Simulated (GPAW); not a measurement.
# Polarising NbSi2N4 monolayer with a field along the normal

The dipole of the cell at several fields, atoms fixed. What does the strongest field give, and what length does the slope stand for?

Set-up. GPAW 26.7.0, plane waves (500 eV), PAW setups, PBE, 12×12 mesh, a dipole layer in the vacuum; geometry relaxed without an applied field with GPAW. The cell's area is 7.47 Å², and e/ε0 = 180.95 V Å.

The runs, one held back:

```tsv
field (V/Å)	dipole (e Å)
−0.2	−0.0663
−0.1	−0.0331
−0.05	−0.0166
0.05	0.0166
0.1	0.0331
0.2	0.0663
0.3	?
```

To predict: What is the dipole at 0.3 V/Å?

Worked answer. A line through the 6 points has the slope α = 0.331 e Å per V/Å and the intercept p₀ = 0.0000 e Å (r.m.s. residual 3.1e−05). At 0.3 V/Å it gives p = 0.0000 + 0.331 × 0.3 = 0.0994 e Å; the run gives 0.0994 e Å, so the response stays linear to 0.0 % of the induced part. Dividing by ε0 and the area: α/(ε0 A) = 0.331 × 180.95 / 7.47 = 8.03 Å, against 7.08 Å between the outer nuclei.

Caveats: This is the electronic response alone; ions that move would add to it in polar layers. Spin-polarised runs started from parallel moments; another order may lie lower.

[Logs are printed without paths, hosts, clocks, repeated set-up lines and the standing remarks that a program may print on its own settings, such as how far it seeks lower states.]
